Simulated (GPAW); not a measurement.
**Screening of a field by W2NCl2 MXene monolayer**

Wanted: the out-of-plane polarisability of W2NCl2 MXene monolayer.

Program: GPAW 26.7.0. Level of theory: GPAW, PAW setups; layer in a repeated cell with vacuum, relaxation of atoms and in-plane cell, in the first sound run; inputs show where later runs differ. Results are calculated unless marked as measured.

### 1. The starting structure

The cell holds 5 atoms: 2 Cl, 2 W and 1 N. Its edges and angles: a = 3.054 Å, b = 3.054 Å, c = 21.892 Å, α = 90.0°, β = 90.0°, γ = 120.0°. Vacuum lies along c.

As a file:

```cif
data_structure
_symmetry_space_group_name_H-M 'P 1'
_symmetry_Int_Tables_number 1
_cell_length_a 3.0539
_cell_length_b 3.0539
_cell_length_c 21.8923
_cell_angle_alpha 90.000
_cell_angle_beta 90.000
_cell_angle_gamma 120.000
_cell_volume 176.82
loop_
_atom_site_label
_atom_site_type_symbol
_atom_site_fract_x
_atom_site_fract_y
_atom_site_fract_z
_atom_site_occupancy
Cl1 Cl 0.33333 0.66667 0.36543 1
W2 W 0.66667 0.33333 0.44496 1
N3 N 0.00000 0.00000 0.50000 1
W4 W 0.33333 0.66667 0.55504 1
Cl5 Cl 0.66667 0.33333 0.63458 1
```

### 2. Relaxing the atoms

The atoms are relaxed first, since the surface dipole, and with it the work function, follows the positions of the outer layers.

run.py reads:

```python
import json
import numpy as np
from ase import Atoms
from ase.filters import FrechetCellFilter
from ase.optimize import BFGS
from gpaw import GPAW, PW

slab = Atoms(
    ['Cl', 'W', 'N', 'W', 'Cl'],
    positions=[
        [-0.00000, 1.76317, 8.00000],
        [1.52695, 0.88159, 9.74118],
        [0.00000, 0.00000, 10.94617],
        [-0.00000, 1.76317, 12.15116],
        [1.52695, 0.88159, 13.89234]],
    cell=[[3.05391, 0.0, 0.0], [-1.52695, 2.64476, 0.0], [0.0, 0.0, 21.8923]],
    pbc=[True, True, True])

slab.calc = GPAW(mode=PW(600), xc='PBE', kpts={'size': (12, 12, 1), 'gamma': True},
                 occupations={'name': 'fermi-dirac', 'width': 0.05}, nbands='160%',
                 convergence={'density': 1e-05}, maxiter=200,
                 symmetry={'tolerance': 1e-3}, txt='slab.txt')
result = {}
# The in-plane cell is free; stress needs a cell that repeats along all three vectors
path = []
opt = BFGS(FrechetCellFilter(slab, mask=[1, 1, 0, 0, 0, 1]), maxstep=0.2)
opt.attach(lambda: path.append((slab.get_potential_energy(), slab.positions.tolist(), slab.get_forces().tolist())))
result['relaxed'] = bool(opt.run(fmax=0.02, steps=45))
result['path'] = path
result['cell'] = slab.cell.tolist()
print('in-plane lattice', slab.cell.cellpar().round(4)[[0, 1, 5]])
energy = slab.get_potential_energy()
fermi = slab.calc.get_fermi_level()
v = slab.calc.get_electrostatic_potential().mean((0, 1)) - fermi
n = slab.calc.get_pseudo_density().mean((0, 1))
L = slab.cell[2, 2]
z = np.arange(len(v)) * L / len(v)
low, high = slab.positions[:, 2].min(), slab.positions[:, 2].max()
below, above = np.interp([low - 5.8, high + 5.8], z, v)
slopes = [np.interp(x, z, np.gradient(v, z)) for x in (low - 5.8, high + 5.8)]
eps = np.array([[slab.calc.get_eigenvalues(k, s) for k in range(len(slab.calc.get_ibz_k_points()))]
                for s in range(slab.calc.get_number_of_spins())]) - fermi
top, bottom = eps[eps < 0].max(), eps[eps > 0].min()
dipole = slab.get_dipole_moment()[2]
print(f'energy {energy:.4f} eV, Fermi level {fermi:.4f} eV, dipole {dipole:.5f} e A')
print(f'potential 5.8 A off the faces, from the Fermi level: lower {below:.4f} eV, upper {above:.4f} eV')
print(f'slope of the potential there: lower {slopes[0]:.5f}, upper {slopes[1]:.5f} eV/A')
print(f'nearest levels on the mesh: {top:.4f} and {bottom:.4f} eV')
print('magnetic moment', round(slab.get_magnetic_moment(), 3))
result.update(energy=energy, fermi=fermi, dipole=dipole, below=below, above=above, slopes=slopes, edges=[top, bottom],
              z=z.tolist(), v=v.tolist(), n=n.tolist(), positions=slab.positions.tolist(),
              forces=slab.get_forces(apply_constraint=False).tolist(), moments=slab.get_magnetic_moments().tolist())
json.dump(result, open('result.json', 'w'))
```

The run is started by

```bash
> OMP_NUM_THREADS=1 OPENBLAS_NUM_THREADS=1 python run.py
```

What it wrote:

```text
Step          Energy          fmax
BFGS:    0      -34.315288        1.291952
BFGS:    1      -34.392187        1.185958
BFGS:    2      -34.729686        1.191086
BFGS:    3      -34.761404        1.115035
BFGS:    4      -34.956556        0.842725
BFGS:    5      -34.978529        0.490237
BFGS:    6      -34.989786        0.140051
BFGS:    7      -34.990604        0.055354
BFGS:    8      -34.989145        0.016040
in-plane lattice [  2.9301   2.9301 119.9999]
energy -34.9799 eV, Fermi level 2.9220 eV, dipole 0.00080 e A
potential 5.8 A off the faces, from the Fermi level: lower 3.9116 eV, upper 3.9087 eV
slope of the potential there: lower 0.00061, upper 0.00093 eV/A
nearest levels on the mesh: -0.0724 and 0.0066 eV
magnetic moment 0.0
```

Elapsed: 10 min, on 1 thread of INTEL XEON PLATINUM 8581C at 2.10GHz (Emerald Rapids), shared host; peak memory 0.42 GiB.

This step gave:

```
dipole along the normal                    : 8.01e-4 e·Å
levels nearest the Fermi level on the mesh : -0.07240, 0.006589 eV from the Fermi level
```

The electrostatic potential energy of an electron (without an applied field's), less the Fermi level, planar mean oscillates, so the rows of the table below give means over windows of 2.01 Å about each position, cut where the curve ends. Its maxima inside the range that stand out by 2 % of the span (Å: eV): 8.4: -4.69, 10.4: -6.84, 11.5: -6.84, 13.5: -4.69. Its minima: 7.6: -24.1, 9.5: -28.7, 10.9: -14.5, 12.3: -28.7, 14.3: -24.1.

Electrostatic potential energy of an electron (without an applied field's), less the Fermi level, planar mean against z; means over each step:

z (Å), electrostatic potential energy of an electron (without an applied field's), less the Fermi level, planar mean (eV) and a bar from the least value:
```
     1.00        3.9 ##############################
     3.01        3.9 ##############################
     5.02        3.9 ##############################
     7.03       -7.3 #############
     9.04      -15.9 
    11.05      -10.8 ########
    13.06      -15.6 
    15.07       -5.2 ################
    17.08        3.9 ##############################
    19.09        3.9 ##############################
    21.10        3.9 ##############################
```

The pseudo valence density, planar mean oscillates, so the rows of the table below give means over windows of 1.58 Å about each position, cut where the curve ends. Its maxima inside the range that stand out by 2 % of the span (Å: e/Å³): 7.9: 0.664, 9.5: 1.78, 11.0: 0.759, 12.4: 1.78, 14.0: 0.664. Its minima: 8.6: 0.387, 10.3: 0.534, 11.6: 0.534, 13.3: 0.387.

Pseudo valence density, planar mean against z; means over each step:

| z (Å) | pseudo valence density, planar mean (e/Å³) |
| --- | --- |
| 3.95 | 5.6e-5 |
| 5.53 | 0.00846 |
| 7.11 | 0.401 |
| 8.69 | 0.752 |
| 10.27 | 0.893 |
| 11.85 | 1.01 |
| 13.43 | 0.617 |
| 15.01 | 0.314 |
| 16.59 | 0.00395 |
| 18.17 | 2.9e-5 |

The relaxation lowered the energy of the cell by 0.679 eV (energies extrapolated to zero smearing; the optimiser's log prints free energies). The largest force left on a free atom is 0.016 eV/Å.

### 3. Plane waves, PBE

The work function is the vacuum plateau of the electrostatic potential less the Fermi level; a dipole layer lets the two faces have plateaus of their own.

This step: GPAW, PAW setups; slab in vacuum (GPAW 26.7.0).

The cell differs from the one that the last finished run ended in (c 21.892 → 22.630 Å).

run.py, as its differences from that of step 2:

```diff
@@ -3,4 +3,2 @@
 from ase import Atoms
-from ase.filters import FrechetCellFilter
-from ase.optimize import BFGS
 from gpaw import GPAW, PW
@@ -10,23 +8,16 @@
     positions=[
-        [-0.00000, 1.76317, 8.00000],
-        [1.52695, 0.88159, 9.74118],
-        [0.00000, 0.00000, 10.94617],
-        [-0.00000, 1.76317, 12.15116],
-        [1.52695, 0.88159, 13.89234]],
-    cell=[[3.05391, 0.0, 0.0], [-1.52695, 2.64476, 0.0], [0.0, 0.0, 21.8923]],
-    pbc=[True, True, True])
+        [0.00000, 1.69170, 8.00000],
+        [1.46506, 0.84586, 9.87600],
+        [0.00000, -0.00000, 11.31508],
+        [0.00000, 1.69170, 12.75416],
+        [1.46506, 0.84586, 14.63015]],
+    cell=[[2.93013, 0.0, 0.0], [-1.46506, 2.53756, 0.0], [0.0, 0.0, 22.6302]],
+    pbc=[True, True, False])
 
-slab.calc = GPAW(mode=PW(600), xc='PBE', kpts={'size': (12, 12, 1), 'gamma': True},
+slab.calc = GPAW(mode=PW(500), xc='PBE', kpts={'size': (12, 12, 1), 'gamma': True},
                  occupations={'name': 'fermi-dirac', 'width': 0.05}, nbands='160%',
                  convergence={'density': 1e-05}, maxiter=200,
+                 poissonsolver={'dipolelayer': 'xy'},
                  symmetry={'tolerance': 1e-3}, txt='slab.txt')
 result = {}
-# The in-plane cell is free; stress needs a cell that repeats along all three vectors
-path = []
-opt = BFGS(FrechetCellFilter(slab, mask=[1, 1, 0, 0, 0, 1]), maxstep=0.2)
-opt.attach(lambda: path.append((slab.get_potential_energy(), slab.positions.tolist(), slab.get_forces().tolist())))
-result['relaxed'] = bool(opt.run(fmax=0.02, steps=45))
-result['path'] = path
-result['cell'] = slab.cell.tolist()
-print('in-plane lattice', slab.cell.cellpar().round(4)[[0, 1, 5]])
 energy = slab.get_potential_energy()
```

What it wrote:

```text
energy -34.5311 eV, Fermi level 2.6999 eV, dipole -0.00065 e A
potential 5.8 A off the faces, from the Fermi level: lower 3.9036 eV, upper 3.9224 eV
slope of the potential there: lower -0.00051, upper 0.00051 eV/A
nearest levels on the mesh: -0.0729 and 0.0066 eV
magnetic moment 0.0
```

The job ended after 44 s (1 thread; peak memory 0.25 GiB).

Numbers from this step:

* dipole along the normal: -6.47e-4 e·Å
* levels nearest the Fermi level on the mesh: -0.07294, 0.006569 eV from the Fermi level
* upper work function: 3.922 eV
* lower work function: 3.904 eV

Electrostatic potential energy of an electron (without an applied field's), less the Fermi level, planar mean against z:

z (Å), electrostatic potential energy of an electron (without an applied field's), less the Fermi level, planar mean (eV) and a bar from the least value:
```
      0.0        3.9 ##############################
      0.5        3.9 ##############################
      1.0        3.9 ##############################
      1.5        3.9 ##############################
      2.0        3.9 ##############################
      2.5        3.9 ##############################
      3.0        3.9 ##############################
      3.5        3.9 ##############################
      4.0        3.9 ##############################
      4.5        3.9 ##############################
      5.0        3.9 ##############################
      5.5        3.9 ##############################
      6.0        3.8 ##############################
      6.5        3.5 ##############################
      7.0        1.9 ############################
      7.5       -6.7 ####################
      8.0      -23.9 ####
      8.5       -8.5 ##################
      9.0       -6.2 ####################
      9.5      -20.3 #######
     10.0      -27.7 
     10.5      -11.8 ###############
     11.0       -8.4 ##################
     11.5      -11.3 ################
     12.0       -8.8 ##################
     12.5      -24.3 ###
     13.0      -24.7 ###
     13.5       -8.5 ##################
     14.0       -5.9 #####################
     14.5      -21.9 #####
     15.0      -11.5 ###############
     15.5        0.8 ###########################
     16.0        3.3 #############################
     16.5        3.8 ##############################
     17.0        3.9 ##############################
     17.5        3.9 ##############################
     18.0        3.9 ##############################
     18.5        3.9 ##############################
     19.0        3.9 ##############################
     19.5        3.9 ##############################
     20.0        3.9 ##############################
     20.5        3.9 ##############################
     21.0        3.9 ##############################
     21.5        3.9 ##############################
     22.0        3.9 ##############################
     22.5        3.9 ##############################
```

The pseudo valence density, planar mean oscillates, so the rows of the table below give means over windows of 1.51 Å about each position, cut where the curve ends. Its maxima inside the range that stand out by 2 % of the span (Å: e/Å³): 8.3: 0.665, 9.8: 1.76, 11.3: 0.761, 12.8: 1.76, 14.3: 0.665. Its minima: 8.9: 0.396, 10.7: 0.542, 11.9: 0.542, 13.8: 0.396.

Table of pseudo valence density, planar mean by z; means over each step:

| z (Å) | pseudo valence density, planar mean (e/Å³) |
| --- | --- |
| 3.78 | 1.1e-5 |
| 5.29 | 0.00102 |
| 6.80 | 0.138 |
| 8.31 | 0.553 |
| 9.82 | 1.08 |
| 11.33 | 0.645 |
| 12.84 | 1.08 |
| 14.35 | 0.554 |
| 15.86 | 0.132 |
| 17.37 | 9.6e-4 |
| 18.88 | 1.1e-5 |

The potential is flat to 5.1e-4 eV/Å where it is read, so the vacuum is wide enough.

### 4. Field on

A uniform field along the normal polarises the slab; the atoms stay fixed, so this is the electronic response alone.

run.py, as its differences from that of step 3:

```diff
@@ -4,2 +4,3 @@
 from gpaw import GPAW, PW
+from gpaw.external import ConstantElectricField
 
@@ -20,2 +21,3 @@
                  poissonsolver={'dipolelayer': 'xy'},
+                 external=ConstantElectricField(-0.2, [0, 0, 1]),
                  symmetry={'tolerance': 1e-3}, txt='slab.txt')
```

What it wrote:

```text
energy -34.5382 eV, Fermi level 2.6982 eV, dipole -0.07021 e A
potential 5.8 A off the faces, from the Fermi level: lower 3.0616 eV, upper 4.7701 eV
slope of the potential there: lower -0.00050, upper 0.00052 eV/A
nearest levels on the mesh: -0.0728 and 0.0065 eV
magnetic moment 0.0
```

The job ended after 2.5 min (1 thread; peak memory 0.52 GiB).

Numbers from this step:

```
dipole along the normal                                         : -0.07021 e·Å
levels nearest the Fermi level on the mesh                      : -0.07283, 0.006466 eV from the Fermi level
potential below the slab, the applied field's own ramp left out : 3.062 eV from the Fermi level
potential above the slab, the applied field's own ramp left out : 4.770 eV from the Fermi level
```

The electrostatic potential energy of an electron (without an applied field's), less the Fermi level, planar mean oscillates, so the rows of the table below give means over windows of 2.07 Å about each position, cut where the curve ends. Its maxima inside the range that stand out by 2 % of the span (Å: eV): 8.8: -5.20, 10.8: -6.88, 11.8: -6.69, 13.9: -4.21. Its minima: 8.0: -24.7, 9.9: -29.1, 11.3: -14.5, 12.7: -28.5, 14.6: -23.4.

Electrostatic potential energy of an electron (without an applied field's), less the Fermi level, planar mean against z; means over each step:

| z (Å) | electrostatic potential energy of an electron (without an applied field's), less the Fermi level, planar mean (eV) |
| --- | --- |
| 1.03 | 3.14 |
| 3.10 | 3.06 |
| 5.17 | 3.04 |
| 7.24 | -6.64 |
| 9.31 | -16.2 |
| 11.38 | -10.9 |
| 13.45 | -15.4 |
| 15.52 | -3.57 |
| 17.59 | 4.75 |
| 19.66 | 4.77 |
| 21.73 | 4.72 |

Force by atom:

| atom | x (eV/Å) | y (eV/Å) | z (eV/Å) | size |
| --- | --- | --- | --- | --- |
| Cl1 | 0.0000 | 0.0000 | 0.0252 | 0.0252 |
| W2 | 0.0000 | 0.0001 | -0.0595 | 0.0595 |
| N3 | 0.0000 | 0.0000 | 0.0230 | 0.0230 |
| W4 | 0.0000 | -0.0001 | -0.0230 | 0.0230 |
| Cl5 | 0.0000 | 0.0000 | 0.0345 | 0.0345 |

The dipole is now -0.0702 e Å, against -6.5e-4 in the run without a field.

### 5. In a field

run.py, as its differences from that of step 4:

```diff
@@ -21,3 +21,3 @@
                  poissonsolver={'dipolelayer': 'xy'},
-                 external=ConstantElectricField(-0.2, [0, 0, 1]),
+                 external=ConstantElectricField(-0.1, [0, 0, 1]),
                  symmetry={'tolerance': 1e-3}, txt='slab.txt')
```

What it wrote:

```text
energy -34.5329 eV, Fermi level 2.6995 eV, dipole -0.03509 e A
potential 5.8 A off the faces, from the Fermi level: lower 3.4866 eV, upper 4.3406 eV
slope of the potential there: lower -0.00050, upper 0.00050 eV/A
nearest levels on the mesh: -0.0729 and 0.0065 eV
magnetic moment 0.0
```

It took 2.5 min on 1 thread; peak memory 0.52 GiB.

Numbers from this step:

```
dipole along the normal                                         : -0.03509 e·Å
levels nearest the Fermi level on the mesh                      : -0.07294, 0.006548 eV from the Fermi level
potential below the slab, the applied field's own ramp left out : 3.487 eV from the Fermi level
potential above the slab, the applied field's own ramp left out : 4.341 eV from the Fermi level
```

The electrostatic potential energy of an electron (without an applied field's), less the Fermi level, planar mean oscillates, so the rows of the table below give means over windows of 2.07 Å about each position, cut where the curve ends. Its maxima inside the range that stand out by 2 % of the span (Å: eV): 8.8: -4.95, 10.8: -6.83, 11.8: -6.74, 13.9: -4.45. Its minima: 8.0: -24.4, 9.9: -28.9, 11.3: -14.5, 12.7: -28.7, 14.6: -23.8.

The electrostatic potential energy of an electron (without an applied field's), less the Fermi level, planar mean by z; means over each step:

| z (Å) | electrostatic potential energy of an electron (without an applied field's), less the Fermi level, planar mean (eV) |
| --- | --- |
| 1.03 | 3.53 |
| 3.10 | 3.49 |
| 5.17 | 3.46 |
| 7.24 | -6.26 |
| 9.31 | -16.0 |
| 11.38 | -10.9 |
| 13.45 | -15.6 |
| 15.52 | -3.96 |
| 17.59 | 4.32 |
| 19.66 | 4.34 |
| 21.73 | 4.32 |

The dipole is now -0.0351 e Å, against -6.5e-4 in the run without a field.

### 6. Field on

run.py, as its differences from that of step 5:

```diff
@@ -21,3 +21,3 @@
                  poissonsolver={'dipolelayer': 'xy'},
-                 external=ConstantElectricField(-0.1, [0, 0, 1]),
+                 external=ConstantElectricField(-0.05, [0, 0, 1]),
                  symmetry={'tolerance': 1e-3}, txt='slab.txt')
```

What it wrote:

```text
energy -34.5316 eV, Fermi level 2.6998 eV, dipole -0.01756 e A
potential 5.8 A off the faces, from the Fermi level: lower 3.6995 eV, upper 4.1268 eV
slope of the potential there: lower -0.00050, upper 0.00050 eV/A
nearest levels on the mesh: -0.0730 and 0.0066 eV
magnetic moment 0.0
```

Run time: 2.4 min. Hardware: 1 thread; peak memory 0.52 GiB.

### 7. In a field

run.py, as its differences from that of step 6:

```diff
@@ -21,3 +21,3 @@
                  poissonsolver={'dipolelayer': 'xy'},
-                 external=ConstantElectricField(-0.05, [0, 0, 1]),
+                 external=ConstantElectricField(0.05, [0, 0, 1]),
                  symmetry={'tolerance': 1e-3}, txt='slab.txt')
```

What it wrote:

```text
energy -34.5316 eV, Fermi level 2.6998 eV, dipole 0.01756 e A
potential 5.8 A off the faces, from the Fermi level: lower 4.1268 eV, upper 3.6995 eV
slope of the potential there: lower -0.00050, upper 0.00050 eV/A
nearest levels on the mesh: -0.0730 and 0.0066 eV
magnetic moment 0.0
```

It took 2.5 min on 1 thread; peak memory 0.52 GiB.

### 8. In a field

run.py, as its differences from that of step 7:

```diff
@@ -21,3 +21,3 @@
                  poissonsolver={'dipolelayer': 'xy'},
-                 external=ConstantElectricField(0.05, [0, 0, 1]),
+                 external=ConstantElectricField(0.1, [0, 0, 1]),
                  symmetry={'tolerance': 1e-3}, txt='slab.txt')
```

What it wrote:

```text
energy -34.5329 eV, Fermi level 2.6995 eV, dipole 0.03509 e A
potential 5.8 A off the faces, from the Fermi level: lower 4.3406 eV, upper 3.4866 eV
slope of the potential there: lower -0.00050, upper 0.00050 eV/A
nearest levels on the mesh: -0.0729 and 0.0065 eV
magnetic moment 0.0
```

Wall time 2.5 min (1 thread); peak memory 0.52 GiB.

(Part 1 of 2 ends here.)

[Logs are printed without paths, hosts, clocks, repeated set-up lines and the standing remarks that a program may print on its own settings, such as how far it seeks lower states.]

[Hosts, paths, dates, database ids (printed as entryN), source tags and the programs' standing remarks are cut or masked in the printed files.]
